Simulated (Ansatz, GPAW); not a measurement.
# How Li3SCl (model structure) absorbs and reflects light

Aim: the dielectric function of Li3SCl (model structure), and the optical constants that follow from it. The structure is a model built here, which may or may not match a known phase. It was built so: All Br replaced by Cl and O replaced by S in the Pm-3m structure of Li3BrO. The cell is first relaxed with Ansatz.

Calculated with GPAW 26.7.0; DFT, PBE, plane-wave PAW (GPAW data sets), scalar-relativistic, RPA, optical limit.

Report form: the programs' logs are mostly left out.

### Step 1. Set-up

It takes space group Pm-3m (No. 221, cubic). Conventional cell: a = 4.190 Å, b = 4.190 Å, c = 4.190 Å, α = 90.00°, β = 90.00°, γ = 90.00°. Cl has 12 Li at 2.96 Å nearest. Nearest to S lie 6 Li at 2.10 Å. Li has 2 S at 2.10 Å and 4 Cl at 2.96 Å and 8 Li at 2.96 Å nearest. All Br replaced by Cl and O replaced by S in the Pm-3m structure of Li3BrO. Farther neighbours and most contacts between anions are not listed.

### Step 2. Relaxation

The structure was built or cut out here, so it is relaxed before any spectrum is computed.

This step: DFT, PBE, plane-wave PAW, default files, scalar-relativistic, relaxation (Ansatz 0.2.0).

input.yaml reads:

```yaml
crystal:
  lattice:
    - [4.19048842, 0.0, 0.0]
    - [0.0, 4.19048842, 0.0]
    - [0.0, 0.0, 4.19048842]
  atoms:
    - { symbol: Cl, position: [0.5, 0.5, 0.5] }
    - { symbol: S, position: [0.0, 0.0, 0.0] }
    - { symbol: Li, position: [0.0, 0.0, 0.5] }
    - { symbol: Li, position: [0.0, 0.5, 0.0] }
    - { symbol: Li, position: [0.5, 0.0, 0.0] }
kpoints:
  mp_grid: { grid: [5, 5, 5] }
scf:
  occupations: { method: fermi_dirac, width: 0.05 }
hamiltonian:
  xc: pbe
output:
  forces: true
  stress: true
relax:
  f_tol: 0.02
  max_steps: 50
  cell: {}
```

Command:

```sh
ansatz run input.yaml --threads 1 --pin off --max-ram 4096MiB --backend cpu --events-out ev --progress --plain --runs-dir out
```

Wall time 7.4 s (1 thread of Arm Neoverse V1, shared host); peak memory 0.29 GiB.

The steps of the relaxation:

```
step  energy less that of the first step (eV)  largest force component (eV/Å)  pressure (GPa)  volume (Å³)
   1                                   0.0000                          0.0000           13.50        73.59
   2                                  -0.5583                          0.0000            5.85        83.17
   3                                  -0.7571                          0.0000            1.45        92.34
   4                                  -0.7750                          0.0000            0.25        95.80
   5                                  -0.7756                          0.0000            0.00        96.61
  6*                                  -0.7782                          0.0000            0.06        96.61
   7                                  -0.7782                          0.0000            0.00        96.80
  8*                                  -0.7782                          0.0000            0.00        96.80
```

Relaxation steps marked * repeat the geometry before them on a plane-wave basis chosen anew for their cell, so energy and pressure can jump there.

The run keeps the 48 symmetry operations that it works with, so distortions that break them were not tested.

```
conventional cell, symmetrised  before  after   change
                         a (Å)   4.190  4.591   +9.6 %
                         b (Å)   4.190  4.591   +9.6 %
                         c (Å)   4.190  4.591   +9.6 %
              volume (Å³/atom)   14.72  19.36  +31.5 %
```

Final coordinates:

```
Cl S Li
1.0
     4.59149    0.00000    0.00000
     0.00000    4.59149    0.00000
     0.00000    0.00000    4.59149
Cl S Li
1 1 3
Cartesian
  2.2957 2.2957 2.2957
  0.0000 0.0000 0.0000
  0.0000 0.0000 2.2957
  0.0000 2.2957 0.0000
  2.2957 0.0000 0.0000
```

The relaxation ends with a pressure of 0.00 GPa.

### Step 3. Ground state

First the ground state: is it a metal or has it a gap?

This step: DFT, PBE, plane-wave PAW (GPAW data sets), scalar-relativistic, ground state (GPAW 26.7.0).

gs.py reads:

```python
from ase import Atoms
from ase.dft.bandgap import bandgap
from gpaw import GPAW, PW, FermiDirac

atoms = Atoms(['Cl', 'S', 'Li', 'Li', 'Li'],
              cell=[[4.59148519, 0.00000000, 0.00000000],
                    [0.00000000, 4.59148519, 0.00000000],
                    [0.00000000, 0.00000000, 4.59148519]],
              scaled_positions=[[0.50000000, 0.50000000, 0.50000000],
                                [0.00000000, 1.00000000, 0.00000000],
                                [0.00000000, 0.00000000, 0.50000000],
                                [0.00000000, 0.50000000, 1.00000000],
                                [0.50000000, 0.00000000, 1.00000000]],
              pbc=[True, True, True])
atoms.calc = GPAW(mode=PW(500), xc='PBE', kpts={'size': (5, 5, 5), 'gamma': True},
                  occupations=FermiDirac(0.05), maxiter=150, txt='gs.txt')
print('energy (eV)', atoms.get_potential_energy())
print('Fermi level (eV)', atoms.calc.get_fermi_level())
print('valence electrons', atoms.calc.get_number_of_electrons())
print('gap (eV)', bandgap(atoms.calc, output=None)[0])
print('direct gap (eV)', bandgap(atoms.calc, direct=True, output=None)[0])
atoms.calc.write('gs.gpw')
```

Command:

```sh
OMP_NUM_THREADS=1 python gs.py
```

Run time: 6.6 s. Hardware: 1 thread; peak memory 0.17 GiB.

Read-outs, printed or worked out from the files:

- energy: -18.43 eV
- Fermi energy: 1.641 eV
- gap on the k-mesh: 4.152 eV
- direct gap on the mesh: 4.454 eV
- electrons: 16

There is a gap, 4.15 eV on this mesh (points off the mesh can give less), so no carriers' term is needed.

### Step 4. Bands for the response

At the fixed density, many empty bands are solved on the mesh of the response, since the spectrum sums over them.

This step: DFT, PBE, plane-wave PAW (GPAW data sets), scalar-relativistic, bands at fixed density (GPAW 26.7.0).

nscf.py reads:

```python
from ase.dft.bandgap import bandgap
from gpaw import GPAW, FermiDirac

calc = GPAW('gs.gpw').fixed_density(kpts={'size': (6, 6, 6), 'gamma': True}, nbands=47, convergence={'bands': 41},
                                    occupations=FermiDirac(0.001), txt='nscf.txt')
print('gap (eV)', bandgap(calc, output=None)[0])
print('direct gap (eV)', bandgap(calc, direct=True, output=None)[0])
print('top band over the Fermi level (eV)', min(calc.get_eigenvalues(kpt=k)[40] for k in range(len(calc.get_ibz_k_points()))) - calc.get_fermi_level())
calc.write('full.gpw', mode='all')
```

Command:

```sh
OMP_NUM_THREADS=1 python nscf.py
```

Wall time 45 s (1 thread); peak memory 0.23 GiB.

Read-outs, printed or worked out from the files:

- gap on the k-mesh: 4.115 eV
- direct gap on the mesh: 4.180 eV

### Step 5. Dielectric function, RPA

Local fields let the induced charge screen the field inside the cell, which as a rule lowers ε, most along directions where the density is uneven.

This step: DFT, PBE, plane-wave PAW (GPAW data sets), scalar-relativistic, RPA, optical limit (GPAW 26.7.0).

df.py reads:

```python
from gpaw.response.df import DielectricFunction

df = DielectricFunction('full.gpw', frequencies={'type': 'nonlinear', 'domega0': 0.03, 'omega2': 8},
                        ecut=30,
                        eta=0.2,
                        nbands=41,
                        txt='df.txt')
for direction in ['x']:
    df.get_dielectric_function(xc='RPA', direction=direction, filename=f'df_{direction}.csv')
```

Command:

```sh
OMP_NUM_THREADS=1 python df.py
```

It took 5.7 s on 1 thread; peak memory 0.25 GiB.

This step gave:

| Item | Value |
| --- | --- |
| electronic dielectric constant ε∞, mean over x, y and z (by symmetry where fewer were run) | 2.864 |

Some rows of df_x.csv (energy; Re and Im without local fields; Re and Im with them):

```text
0.000000, 3.430096, 0.000000, 2.863457, 0.000000
0.429336, 3.439054, 0.008423, 2.870148, 0.006293
0.878195, 3.468168, 0.017784, 2.891907, 0.013300
1.347938, 3.522407, 0.028940, 2.932505, 0.021686
1.840057, 3.610116, 0.043370, 2.998320, 0.032604
2.356191, 3.746058, 0.064008, 3.100748, 0.048368
2.898142, 3.959136, 0.097922, 3.262341, 0.074606
3.467895, 4.317270, 0.168878, 3.536815, 0.130443
4.067647, 4.997002, 0.474337, 4.066681, 0.375484
4.699832, 6.070452, 1.707056, 4.913364, 1.335395
5.367152, 4.825701, 3.439706, 3.756830, 2.850372
6.072622, 2.702429, 3.421496, 1.829540, 2.744450
6.819608, 3.670450, 4.099567, 2.652973, 2.489982
7.611886, 2.632991, 4.477206, 2.041746, 2.786536
8.453705, 0.288016, 4.507187, 0.872729, 2.927068
9.349861, 0.130476, 2.439392, 0.444054, 1.645619
10.305790, -0.655506, 3.318509, 0.856075, 2.026915
11.327680, -0.626881, 1.342974, 0.198910, 1.472563
12.422601, -0.411501, 1.345840, 0.633518, 1.412949
13.598673, -0.089630, 0.920592, 0.310807, 1.102090
14.865263, 0.103635, 0.736300, 0.362942, 0.658769
```

The Im ε, E ∥ x has structure finer than the step of the table below, so its rows give means over 0.5 eV, whole bins alone (the curve runs from 0 to 15.0 eV). Peaks (eV: height): 5.77: 3.55, 8.09: 3.35, 10.45: 2.07.

Sum at mesh points, not converged in k; values under the direct gap are tails of Lorentzian lines. The Im ε, E ∥ x by photon energy; means over each step:

photon energy (eV), Im ε, E ∥ x and a bar:
```
      0.5       0.01 
      1.0       0.02 
      1.5       0.02 
      2.0       0.04 
      2.5       0.05 
      3.0       0.08 #
      3.5       0.14 #
      4.0       0.34 ###
      4.5       0.88 ########
      5.0       2.40 #######################
      5.5       3.08 #############################
      6.0       2.92 ############################
      6.5       1.97 ###################
      7.0       2.56 ########################
      7.5       2.76 ##########################
      8.0       3.13 ##############################
      8.5       2.87 ###########################
      9.0       2.18 #####################
      9.5       1.61 ###############
     10.0       1.75 #################
     10.5       2.00 ###################
     11.0       1.62 ###############
     11.5       1.27 ############
     12.0       1.25 ############
     12.5       1.43 ##############
     13.0       1.17 ###########
     13.5       1.08 ##########
     14.0       0.96 #########
     14.5       0.75 #######
```

The reflectivity at normal incidence, E ∥ x has structure finer than the step of the table below, so its rows give means over 0.5 eV, whole bins alone (the curve runs from 0 to 15.0 eV). Peaks (eV: height): 5.77: 18.1, 8.77: 18.8, 10.66: 16.1, 11.33: 15.0, 12.75: 14.2, 14.04: 13.1.

Sum at mesh points, not converged in k. Reflectivity at normal incidence, E ∥ x against photon energy; means over each step:

```
photon energy (eV)  reflectivity at normal incidence, E ∥ x (%)
               0.5                                         6.65
               1.0                                         6.77
               1.5                                         6.98
               2.0                                         7.29
               2.5                                         7.76
               3.0                                         8.43
               3.5                                         9.48
               4.0                                         11.2
               4.5                                         13.7
               5.0                                         16.6
               5.5                                         16.8
               6.0                                         15.3
               6.5                                         10.7
               7.0                                         13.5
               7.5                                         14.5
               8.0                                         17.2
               8.5                                         18.5
               9.0                                         17.3
               9.5                                         11.2
              10.0                                         10.5
              10.5                                         14.5
              11.0                                         13.6
              11.5                                         12.2
              12.0                                         8.87
              12.5                                         11.3
              13.0                                         12.6
              13.5                                         10.9
              14.0                                         12.5
              14.5                                         10.5
```

The loss function −Im 1/ε at q → 0, E ∥ x has structure finer than the step of the table below, so its rows give means over 0.5 eV, whole bins alone (the curve runs from 0 to 15.0 eV). Peaks (eV: height): 9.42: 0.578, 11.56: 0.794, 14.68: 1.27.

Sum at mesh points, not converged in k; values under the direct gap are tails of Lorentzian lines. Table of loss function −Im 1/ε at q → 0, E ∥ x by energy loss; means over each step:

```
energy loss (eV)  loss function −Im 1/ε at q → 0, E ∥ x
             0.5                                 8.9e-4
             1.0                                0.00183
             1.5                                0.00285
             2.0                                0.00404
             2.5                                0.00551
             3.0                                0.00752
             3.5                                 0.0109
             4.0                                 0.0205
             4.5                                 0.0390
             5.0                                 0.0913
             5.5                                  0.140
             6.0                                  0.235
             6.5                                  0.205
             7.0                                  0.204
             7.5                                  0.227
             8.0                                  0.247
             8.5                                  0.325
             9.0                                  0.452
             9.5                                  0.524
            10.0                                  0.443
            10.5                                  0.461
            11.0                                  0.585
            11.5                                  0.734
            12.0                                  0.643
            12.5                                  0.616
            13.0                                  0.818
            13.5                                  0.843
            14.0                                   1.01
            14.5                                   1.19
```

The Im ε, E ∥ x has structure finer than the step of the table below, so its rows give means over 0.5 eV, whole bins alone (the curve runs from 0 to 15.0 eV). Peaks (eV: height): without local fields 5.77: 4.42, 7.97: 5.46, 10.17: 3.57; with local fields 5.77: 3.55, 8.09: 3.35, 10.45: 2.07.

Sum at mesh points, not converged in k; values under the direct gap are tails of Lorentzian lines. Table of Im ε, E ∥ x by photon energy; means over each step:

```
photon energy (eV)  without local fields  with local fields
               0.5               0.00988            0.00738
               1.0                0.0206             0.0154
               1.5                0.0332             0.0249
               2.0                0.0493             0.0371
               2.5                0.0719             0.0545
               3.0                 0.108             0.0825
               3.5                 0.180              0.139
               4.0                 0.424              0.335
               4.5                  1.10              0.877
               5.0                  2.91               2.40
               5.5                  3.76               3.08
               6.0                  3.66               2.92
               6.5                  2.99               1.97
               7.0                  4.14               2.56
               7.5                  4.42               2.76
               8.0                  5.14               3.13
               8.5                  4.38               2.87
               9.0                  3.18               2.18
               9.5                  2.69               1.61
              10.0                  3.34               1.75
              10.5                  2.82               2.00
              11.0                  1.82               1.62
              11.5                  1.36               1.27
              12.0                  1.49               1.25
              12.5                  1.25               1.43
              13.0                 0.948               1.17
              13.5                 0.938               1.08
              14.0                 0.802              0.955
              14.5                 0.721              0.749
```

From ε follow the optical constants at some laser and lamp lines:

```
wavelength (nm)     n      k  R (%)     1/α
           1064  1.71  0.005    6.8   16 µm
            532  1.76  0.013    7.6  3.1 µm
            450  1.79  0.018    8.1  1.9 µm
            405  1.82  0.024    8.5  1.4 µm
            365  1.87  0.032    9.2  902 nm
            308  2.01  0.084   11.3  291 nm
            193  1.61  0.539    9.4   28 nm
```

Below the direct gap, k and the depth come from the tails of the Lorentzian lines, not from transitions.

Rows near the edge hang on the gap, which this functional as a rule makes too small, and phonon-assisted absorption is left out.

### Step 6. Summary of results

```
electronic dielectric constant ε∞, mean over x, y and z (by symmetry where fewer were run) (RPA) : 2.86
```

**Reading.** At this level (PBE, RPA) Li3SCl has ε∞ = 2.86 and n = 1.70 at 1550 nm. The cell grew by 31.5 % in volume. On the mesh the gap is 4.11 eV and the least direct gap 4.18 eV, so on this mesh the band edges lie at different points. Local fields change the static value along x from 3.43 to 2.86 (-17 %). Excitons and phonon-assisted transitions are missing; PBE gaps are as a rule too small, which pulls the onset down and ε∞ up. The cell grew by 32 % in the relaxation, which can come from the guessed start or, where layers or molecules are weakly bound, from the missing dispersion term; a larger cell lowers ε. The sum runs over mesh points 0.23 Å⁻¹ apart with no interpolation, so peaks are partly noise of the mesh and static values carry its error.

[Machine, clock and banner lines and Python warnings are left out of the logs.]

[Logs are printed without paths, hosts, clocks, repeated set-up lines and the standing remarks that a program may print on its own settings, such as how far it seeks lower states.]

[Hosts, paths, dates, database ids (printed as entryN), source tags and the programs' standing remarks are cut or masked in the printed files.]
